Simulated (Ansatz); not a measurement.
# Rh wire along [100], 13 atoms a period: bands along the axis

What gap, if any, does the Rh wire along [100], 13 atoms a period have, and how many channels would it open?

Main program and level: Ansatz 0.2.0; DFT PBE, plane waves, PAW; relaxation of a wire's period; PAW set soft_1, in the first sound run; inputs show where later runs differ.

## Step 1: The structure

The cell holds 13 atoms: 13 Rh. Its edges and angles: a = 14.460 Å, b = 14.460 Å, c = 3.830 Å, α = 90.0°, β = 90.0°, γ = 90.0°. Vacuum lies along a and b. The structure's axis is c.

## Step 2: Relaxing the period

Band widths follow the bond lengths, so the wire is relaxed first. The atoms and the third cell vector are free; the box across stays fixed as vacuum. A Fermi-Dirac smearing is set since the result may be a metal. The pressure printed is a third of the stress's trace over the whole box, vacuum included; only the stress along the axis is relaxed.

Input file input.yaml:

```yaml
crystal:
  lattice:
    - [14.46, 0.0, 0.0]
    - [0.0, 14.46, 0.0]
    - [0.0, 0.0, 3.83]
  atoms:
    - { symbol: Rh, position: [0.235131397, 0.5, 0.0] }
    - { symbol: Rh, position: [0.367565698, 0.367565698, 0.0] }
    - { symbol: Rh, position: [0.367565698, 0.632434302, 0.0] }
    - { symbol: Rh, position: [0.5, 0.235131397, 0.0] }
    - { symbol: Rh, position: [0.5, 0.5, 0.0] }
    - { symbol: Rh, position: [0.5, 0.764868603, 0.0] }
    - { symbol: Rh, position: [0.632434302, 0.367565698, 0.0] }
    - { symbol: Rh, position: [0.632434302, 0.632434302, 0.0] }
    - { symbol: Rh, position: [0.764868603, 0.5, 0.0] }
    - { symbol: Rh, position: [0.367565698, 0.5, 0.5] }
    - { symbol: Rh, position: [0.5, 0.367565698, 0.5] }
    - { symbol: Rh, position: [0.5, 0.632434302, 0.5] }
    - { symbol: Rh, position: [0.632434302, 0.5, 0.5] }
kpoints:
  mp_grid: { grid: [1, 1, 21] }
scf:
  occupations: { method: fermi_dirac, width: 0.05 }
hamiltonian:
  xc: pbe
  pseudopotentials: { kind: paw, azcp: { folder: soft_1 } }
relax:
  cell: { fix: [a, b, alpha, beta, gamma] }
  max_steps: 45
  f_tol: 0.03
```

The run is started by

```bash
$ ansatz run input.yaml --threads 4 --pin off --max-ram 16384MiB --backend cpu --events-out ev --progress --plain --runs-dir out
```

Numbers of over 12 decimals in the logs are rounded to 6 here.

What it wrote:

```text
Engine: ansatz 0.2.0, aarch64-unknown-linux-gnu
Pseudopotentials: kind: paw
Pseudopotential: Rh, paw, valence charge 17, recommended cutoff 420 eV (normal), soft_1/Rh.paw.azcp
Functional definition: PBE
  parameter kappa = 0.804
  parameter beta = 0.066725
  exchange = pbe_x(kappa = kappa, mu = beta*pi^2/3)
  correlation = pbe_c(beta = beta)
Crystal: 13 atoms, lattice volume = 800.821 Å³
Basis set: ecut = 420 eV, 15665 PW (Γ), exchange–correlation on 200×200×54 points (8 copies of the dense FFT grid, shifted against one another)
Bands: 133, of which v1, the nominal top of the filled ones, is band 111 counted from 1 (110 counted from 0)
Symmetry: 16 space group operations
Space group: P4/mmm (ITA 123), of the structure as read, at distance tolerance 9.3e-5 Å
k-points: 11 of 21
Non-local potential: Rh, projectors of the file, l = 0: 3, l = 1: 2, l = 2: 2, l = 3: 1
PAW form: soft (Blöchl's): semilocal exchange-correlation on the pseudo side does not see the compensation charge
PAW one-centre angular grid: Rh, 590 points (default); XC on 64 Gauss nodes
Initial density: superposition of atomic densities (neutral atoms: chi_scale 0, normalization atom)
Initial wavefunctions: pseudopotential atomic-orbital guess
Functional: x = pbe(κ = 0.804, μ = 0.219515), c = pbe(β = 0.066725)
SCF iter   1: F=—  HF=-83226.729678 eV  |F-HF|=—  |Δ(HF+E_count)|=         —  Δρ=4.42e-2  dr2=2.37e1  ethr=3.10e-3  ⟨swp⟩=8.0  Hψ=5976  notcnv=0  defer=11
preconditioner: auto → LDOS  [metal: Δε(μ)=0.032 eV  Ē_g=4.305 eV  σ=0.050 eV  W_gap=0.16  n_scr=154 (ndim 8)  ℏωp=14.2 eV  f_vac=0.630  D(μ)=28.71/eV (n_scr^D=246)  β→1.0]
SCF iter   2: F=—  HF=-83229.680400 eV  |F-HF|=—  |Δ(HF+E_count)|=    2.95e0  Δρ=5.41e-2  dr2=3.37e1  ethr=3.10e-3  ⟨swp⟩=3.8  Hψ=3974  notcnv=0  defer=46
SCF iter   3: F=—  HF=-83220.729390 eV  |F-HF|=—  |Δ(HF+E_count)|=    8.95e0  Δρ=1.03e-2  dr2=9.38e-1  ethr=3.10e-3  ⟨swp⟩=2.8  Hψ=3134  notcnv=0  defer=56
SCF iter   4: F=—  HF=-83220.531135 eV  |F-HF|=—  |Δ(HF+E_count)|=   1.98e-1  Δρ=2.56e-3  dr2=7.51e-2  ethr=4.24e-4  ⟨swp⟩=2.0  Hψ=2518  notcnv=0  defer=56
SCF iter   5: F=—  HF=-83220.528686 eV  |F-HF|=—  |Δ(HF+E_count)|=   2.45e-3  Δρ=1.15e-3  dr2=1.81e-2  ethr=3.40e-5  ⟨swp⟩=2.1  Hψ=2603  notcnv=0  defer=56
SCF iter   6: F=—  HF=-83220.527176 eV  |F-HF|=—  |Δ(HF+E_count)|=   1.51e-3  Δρ=4.27e-4  dr2=2.36e-3  ethr=8.19e-6  ⟨swp⟩=2.0  Hψ=2171  notcnv=0  defer=56
SCF iter   7: F=—  HF=-83220.526810 eV  |F-HF|=—  |Δ(HF+E_count)|=   3.66e-4  Δρ=1.47e-4  dr2=2.91e-4  ethr=1.07e-6  ⟨swp⟩=2.1  Hψ=2059  notcnv=0  defer=56
SCF iter   8: F=—  HF=-83220.526846 eV  |F-HF|=—  |Δ(HF+E_count)|=   3.60e-5  Δρ=5.33e-5  dr2=2.54e-5  ethr=1.32e-7  ⟨swp⟩=2.0  Hψ=2088  notcnv=0  defer=56
SCF iter   9: F=—  HF=-83220.525102 eV  |F-HF|=—  |Δ(HF+E_count)|=   1.74e-3  Δρ=3.10e-5  dr2=9.20e-6  ethr=1.15e-8  ⟨swp⟩=2.0  Hψ=2140  notcnv=0  defer=56
SCF iter  10: F=—  HF=-83220.525102 eV  |F-HF|=—  |Δ(HF+E_count)|=   3.47e-7  Δρ=8.61e-6  dr2=9.76e-7  ethr=4.16e-9  ⟨swp⟩=1.5  Hψ=1517  notcnv=0  defer=56
SCF iter  11: F=—  HF=-83220.525103 eV  |F-HF|=—  |Δ(HF+E_count)|=   2.04e-7  Δρ=3.45e-6  dr2=1.36e-7  ethr=4.41e-10  ⟨swp⟩=1.9  Hψ=1759  notcnv=0  defer=56
SCF iter  12: F=-83220.525103 eV  HF=-83220.525103 eV  |F-HF|=9.58e-9  |Δ(HF+E_count)|=   1.21e-7  Δρ=1.55e-6  dr2=2.22e-8  ethr=4.52e-11  ⟨swp⟩=4.0  Hψ=4449  notcnv=0
SCF 1 converged in 12 iterations: F = -83220.525103 eV  dr2 = 2.22e-8
  greatest PAW one-centre occupation: 1.000 electrons in one spin orbital (limit 2), on the Rh atom at site 4 (counted from 0), in its partial waves of l = 0
relax step   1: F+E_penalty+E_count = -83220.52510277 eV  Δ(F+E_penalty+E_count) = +0.000e0 eV  max|allowed force component| = 2.104e0 eV/Å  Δτ_max = 0.0000 Å  P = -3.960 GPa  Ω = 800.821 Å³  fix = [a, b, alpha, beta, gamma]  reactions: a -4.002, b -4.002 GPa  (12 SCF iters, dr2 threshold 1.00e-7 eV, accepted)
Crystal: 13 atoms, lattice volume = 784.762 Å³
Basis set: ecut = 420 eV, 15385 PW (Γ), exchange–correlation on 200×200×54 points (8 copies of the dense FFT grid, shifted against one another)
Initial density: handed on by an earlier stage of this run
Initial wavefunctions: those handed on with the density
SCF iter   1: F=—  HF=-83222.526836 eV  |F-HF|=—  |Δ(HF+E_count)|=         —  Δρ=2.29e-2  dr2=9.27e0  ethr=3.10e-3  ⟨swp⟩=6.1  Hψ=5617  notcnv=0  defer=6
preconditioner: auto → LDOS  [metal: Δε(μ)=0.035 eV  Ē_g=4.375 eV  σ=0.050 eV  W_gap=0.17  n_scr=154 (ndim 8)  ℏωp=14.3 eV  f_vac=0.661  D(μ)=31.43/eV (n_scr^D=258)  β→1.0]
SCF iter   2: F=—  HF=-83222.199808 eV  |F-HF|=—  |Δ(HF+E_count)|=   3.27e-1  Δρ=9.19e-3  dr2=1.33e0  ethr=3.10e-3  ⟨swp⟩=2.0  Hψ=1819  notcnv=0  defer=37
SCF iter   3: F=—  HF=-83222.191513 eV  |F-HF|=—  |Δ(HF+E_count)|=   8.29e-3  Δρ=5.32e-3  dr2=4.14e-1  ethr=6.03e-4  ⟨swp⟩=2.0  Hψ=2087  notcnv=0  defer=37
SCF iter   4: F=—  HF=-83222.151468 eV  |F-HF|=—  |Δ(HF+E_count)|=   4.00e-2  Δρ=1.69e-3  dr2=4.27e-2  ethr=1.87e-4  ⟨swp⟩=2.0  Hψ=2086  notcnv=0  defer=37
SCF iter   5: F=—  HF=-83222.150657 eV  |F-HF|=—  |Δ(HF+E_count)|=   8.10e-4  Δρ=4.27e-4  dr2=2.30e-3  ethr=1.93e-5  ⟨swp⟩=2.0  Hψ=2207  notcnv=0  defer=37
SCF iter   6: F=—  HF=-83222.150491 eV  |F-HF|=—  |Δ(HF+E_count)|=   1.66e-4  Δρ=1.64e-4  dr2=2.59e-4  ethr=1.04e-6  ⟨swp⟩=2.0  Hψ=2199  notcnv=0  defer=37
SCF iter   7: F=—  HF=-83222.148829 eV  |F-HF|=—  |Δ(HF+E_count)|=   1.66e-3  Δρ=5.03e-5  dr2=3.79e-5  ethr=1.17e-7  ⟨swp⟩=2.0  Hψ=2227  notcnv=0  defer=37
SCF iter   8: F=—  HF=-83222.148835 eV  |F-HF|=—  |Δ(HF+E_count)|=   5.82e-6  Δρ=1.96e-5  dr2=3.92e-6  ethr=1.71e-8  ⟨swp⟩=2.3  Hψ=2120  notcnv=0  defer=37
SCF iter   9: F=-83222.148836 eV  HF=-83222.148836 eV  |F-HF|=2.16e-8  |Δ(HF+E_count)|=   1.20e-6  Δρ=7.10e-6  dr2=5.58e-7  ethr=5.88e-10  ⟨swp⟩=5.0  Hψ=5233  notcnv=0
SCF 2 converged in 9 iterations: F = -83222.148836 eV  dr2 = 5.58e-7
relax step   2: F+E_penalty+E_count = -83222.14883631 eV  Δ(F+E_penalty+E_count) = -1.624e0 eV  max|allowed force component| = 1.878e-1 eV/Å  Δτ_max = 0.1949 Å  P = -0.008 GPa  Ω = 784.762 Å³  energy of the carried Pulay correction = +2.053e-3 eV  fix = [a, b, alpha, beta, gamma]  reactions: a -0.192, b -0.192 GPa  (9 SCF iters, dr2 threshold 1.30e-6 eV, accepted)
Crystal: 13 atoms, lattice volume = 812.177 Å³
Basis set: ecut = 420 eV, 15897 PW (Γ), exchange–correlation on 200×200×54 points (8 copies of the dense FFT grid, shifted against one another)
iter 1 solved again at ethr=2.74e-4 eV; its pass at ethr=3.10e-3 eV (dr2=6.05e-1 eV) is discarded
[...]
SCF iter   5: F=—  HF=-83222.030195 eV  |F-HF|=—  |Δ(HF+E_count)|=   1.15e-3  Δρ=4.56e-4  dr2=3.55e-3  ethr=1.05e-5  ⟨swp⟩=1.5  Hψ=1555  notcnv=0  defer=15
SCF iter   6: F=—  HF=-83222.030164 eV  |F-HF|=—  |Δ(HF+E_count)|=   3.02e-5  Δρ=1.28e-4  dr2=2.87e-4  ethr=1.61e-6  ⟨swp⟩=2.0  Hψ=2192  notcnv=0  defer=15
SCF iter   7: F=—  HF=-83222.028446 eV  |F-HF|=—  |Δ(HF+E_count)|=   1.72e-3  Δρ=5.22e-5  dr2=4.77e-5  ethr=1.30e-7  ⟨swp⟩=2.0  Hψ=1707  notcnv=0  defer=15
SCF iter   8: F=—  HF=-83222.028451 eV  |F-HF|=—  |Δ(HF+E_count)|=   4.64e-6  Δρ=1.88e-5  dr2=4.98e-6  ethr=2.16e-8  ⟨swp⟩=2.0  Hψ=1851  notcnv=0  defer=15
SCF iter   9: F=-83222.028452 eV  HF=-83222.028452 eV  |F-HF|=6.03e-8  |Δ(HF+E_count)|=   1.50e-6  Δρ=5.96e-6  dr2=3.10e-7  ethr=5.88e-10  ⟨swp⟩=4.8  Hψ=4779  notcnv=0
SCF 3 converged in 9 iterations: F = -83222.028452 eV  dr2 = 3.10e-7
relax step   3: F+E_penalty+E_count = -83222.02845242 eV  Δ(F+E_penalty+E_count) = +1.204e-1 eV  max|allowed force component| = 4.857e-1 eV/Å  Δτ_max = 0.0818 Å  P = -1.043 GPa  Ω = 812.177 Å³  energy of the carried Pulay correction = -1.427e-3 eV  fix = [a, b, alpha, beta, gamma]  (9 SCF iters, dr2 threshold 1.30e-6 eV, rejected (line search))
[...]
relax step   4: F+E_penalty+E_count = -83222.17305500 eV  Δ(F+E_penalty+E_count) = -2.422e-2 eV  max|allowed force component| = 1.414e-1 eV/Å  Δτ_max = 0.0419 Å  P = +0.064 GPa  Ω = 797.063 Å³  energy of the carried Pulay correction = +4.766e-4 eV  fix = [a, b, alpha, beta, gamma]  reactions: a +0.056, b +0.056 GPa  (11 SCF iters, accepted)
[...]
relax step   5: F+E_penalty+E_count = -83222.17634731 eV  Δ(F+E_penalty+E_count) = -3.292e-3 eV  max|allowed force component| = 4.083e-2 eV/Å  Δτ_max = 0.0093 Å  P = -0.017 GPa  Ω = 797.699 Å³  energy of the carried Pulay correction = +3.958e-4 eV  fix = [a, b, alpha, beta, gamma]  reactions: a -0.013, b -0.013 GPa  (6 SCF iters, dr2 threshold 1.25e-6 eV, accepted)
[...]
relax step   6: F+E_penalty+E_count = -83222.17690774 eV  Δ(F+E_penalty+E_count) = -5.604e-4 eV  max|allowed force component| = 1.476e-2 eV/Å  Δτ_max = 0.0055 Å  P = -0.010 GPa  Ω = 796.997 Å³  energy of the carried Pulay correction = +4.850e-4 eV  fix = [a, b, alpha, beta, gamma]  reactions: a -0.013, b -0.013 GPa  (7 SCF iters, dr2 threshold 1.04e-7 eV, accepted)
Initial wavefunctions: pseudopotential atomic-orbital guess (no wavefunctions were taken with the density)
iter 1 solved again at ethr=1.60e-6 eV; its pass at ethr=3.10e-3 eV (dr2=3.54e-3 eV) is discarded
SCF iter   1: F=—  HF=-83222.178002 eV  |F-HF|=—  |Δ(HF+E_count)|=         —  Δρ=9.85e-6  dr2=2.90e-7  ethr=1.60e-6  ⟨swp⟩=4.0  Hψ=10104  notcnv=0
eigensolver tolerance schedule: the retry pair's looser diagonalisation over-reported the residual by 12212.26 of it (diagonalisation noise at an unbounded share of the residual, at the tolerance the schedule requests for it); recorded, not acted on — ethr = c·dr2/N_el stays at c = 1.0e-1
preconditioner: auto → LDOS  [metal: Δε(μ)=0.019 eV  Ē_g=4.353 eV  σ=0.050 eV  W_gap=0.09  n_scr=154 (ndim 8)  ℏωp=14.2 eV  f_vac=0.663  D(μ)=26.00/eV (n_scr^D=194)  β→1.0]
SCF iter   2: F=—  HF=-83222.176228 eV  |F-HF|=—  |Δ(HF+E_count)|=   1.77e-3  Δρ=7.42e-6  dr2=5.82e-7  ethr=1.31e-10  ⟨swp⟩=4.5  Hψ=4303  notcnv=0
SCF iter   3: F=—  HF=-83222.176228 eV  |F-HF|=—  |Δ(HF+E_count)|=   1.57e-7  Δρ=1.50e-6  dr2=1.17e-8  ethr=1.31e-10  ⟨swp⟩=2.0  Hψ=2546  notcnv=0
SCF iter   4: F=—  HF=-83222.176228 eV  |F-HF|=—  |Δ(HF+E_count)|=   1.18e-9  Δρ=5.75e-7  dr2=2.94e-9  ethr=5.27e-12  ⟨swp⟩=3.0  Hψ=3202  notcnv=0
SCF iter   5: F=—  HF=-83222.176228 eV  |F-HF|=—  |Δ(HF+E_count)|=  4.80e-10  Δρ=1.59e-7  dr2=3.88e-10  ethr=1.33e-12  ⟨swp⟩=2.1  Hψ=2415  notcnv=0
SCF iter   6: F=-83222.176228 eV  HF=-83222.176228 eV  |F-HF|=1.75e-10  |Δ(HF+E_count)|=  8.73e-11  Δρ=7.22e-8  dr2=6.94e-11  ethr=1.00e-12  ⟨swp⟩=5.0  Hψ=5125  notcnv=0
SCF 7 converged in 6 iterations: F = -83222.176228 eV  dr2 = 6.94e-11
relax step   7: F+E_penalty+E_count = -83222.17622763 eV  Δ(F+E_penalty+E_count) = +6.801e-4 eV  max|allowed force component| = 1.467e-2 eV/Å  Δτ_max = 0.0000 Å  P = -0.003 GPa  Ω = 796.997 Å³  fix = [a, b, alpha, beta, gamma]  reactions: a -0.005, b -0.005 GPa  stress off target by 7.48e-4 GPa on what of the cell is left free  SCF on the basis re-selected at this cell (its energy is not comparable with the rows above)  (6 SCF iters)
basis re-selected at this cell: Δ(F+E_penalty+E_count) = +6.801e-4 eV, ΔP = +0.007 GPa vs the last step (what re-selecting the basis moved, of the pressure what is left beyond the Pulay correction that the steps carried, after the strain that the cell walked since its last selection, with what the two solves' SCF thresholds leave and, on support functions, any second-order correction that the steps lacked; it is no m [...]
SCF converged after 6 iterations
Free energy (F): -83222.176228 eV
Harris-Foulkes:  -83222.176228 eV  (|F-HF|=1.75e-10)
Internal energy: -83221.951319 eV  (E = F + TS)
E sigma→0 (E₀):  -83222.063773 eV
Entropy (-TS):   -0.224908 eV (-17.301 meV/atom)
Fermi energy:    1.756249 eV
--- Per-component energies (eV) ---
  E_band       = -5553.086491
  E_kinetic    = 6976.271519
  E_local      = -162686.440719  (includes V_loc(G=0)·N_el)
  E_nonlocal   = 3907.617888
  E_hartree    = 76643.780379
  E_xc         = -2603.048084
  E_vxc        = -3263.267839  (∫ρ·V_xc dr)
  E_paw        = -46855.523449  (= ΣΔE_a)
  E_vpaw       = -3774.830675  (= ΣTr[D̂ρ^β])
  E_aug_tail   = 0.001108  (compensation charges beyond the density's cutoff)
  E_ewald      = 41395.390038
  E_smearing   = -0.224908  (= −TS)
  E_closure    = 0.000000  (closes the sum)
  Σ components = -83222.176228   (vs F -83222.176228, Δ=0.00e0)
--- Forces (eV/Å), atoms counted from 1 ---
  atom   1  Rh    -0.00894189    -0.00000000     0.00000000
  atom   2  Rh     0.01467110     0.01467110    -0.00000000
  atom   3  Rh     0.01467110    -0.01467110    -0.00000000
  atom   4  Rh    -0.00000000    -0.00894189     0.00000000
  atom   5  Rh    -0.00000000    -0.00000000    -0.00000000
  atom   6  Rh     0.00000000     0.00894189    -0.00000000
  atom   7  Rh    -0.01467110     0.01467110     0.00000000
  atom   8  Rh    -0.01467110    -0.01467110     0.00000000
  atom   9  Rh     0.00894189    -0.00000000    -0.00000000
  atom  10  Rh    -0.00415799     0.00000000    -0.00000000
  atom  11  Rh     0.00000000    -0.00415799    -0.00000000
  atom  12  Rh    -0.00000000     0.00415799     0.00000000
  atom  13  Rh     0.00415799     0.00000000     0.00000000
  max |Σ_I F_I| component: 1.04e-17 eV/Å
--- Stress (GPa, compression-positive) ---
       -0.005462       0.000000      -0.000000
        0.000000      -0.005462      -0.000000
       -0.000000      -0.000000       0.000748
  P = ⅓ Tr σ = -0.0034 GPa (-0.034 kbar)
--- Relaxed structure (6 steps of the walk, 5 accepted, 1 SCFs on fresh bases) ---
  F+E_penalty+E_count = -83222.17622763 eV   max|allowed force component| = 1.467e-2 eV/Å   (the final SCF, on the basis selected at the relaxed cell)
  cell:  # Å, volume = 796.9973 Å³
    - [14.46, 0.0, 0.0]
    - [0.0, 14.46, 0.0]
    - [0.0, 0.0, 3.811713]
  atoms:
    - { symbol: Rh, position: [0.251001, 0.500000, 0.0] }
    - { symbol: Rh, position: [0.374613, 0.374613, 0.0] }
    - { symbol: Rh, position: [0.374613, 0.625387, 0.0] }
    - { symbol: Rh, position: [0.500000, 0.251001, 0.0] }
    - { symbol: Rh, position: [0.500000, 0.500000, 0.0] }
    - { symbol: Rh, position: [0.500000, 0.748999, 0.0] }
    - { symbol: Rh, position: [0.625387, 0.374613, 0.0] }
    - { symbol: Rh, position: [0.625387, 0.625387, 0.0] }
    - { symbol: Rh, position: [0.748999, 0.500000, 0.0] }
    - { symbol: Rh, position: [0.365169, 0.500000, 0.5] }
    - { symbol: Rh, position: [0.500000, 0.365169, 0.5] }
    - { symbol: Rh, position: [0.500000, 0.634831, 0.5] }
    - { symbol: Rh, position: [0.634831, 0.500000, 0.5] }
```

The job ended after 2.7 min (4 threads of Arm Neoverse V1, shared host; peak memory 2.5 GiB).

(Part 1 of 2 ends here.)

[Logs are printed without paths, hosts, clocks, repeated set-up lines and the standing remarks that a program may print on its own settings, such as how far it seeks lower states.]

[Hosts, paths, dates, database ids (printed as entryN), source tags and the programs' standing remarks are cut or masked in the printed files.]
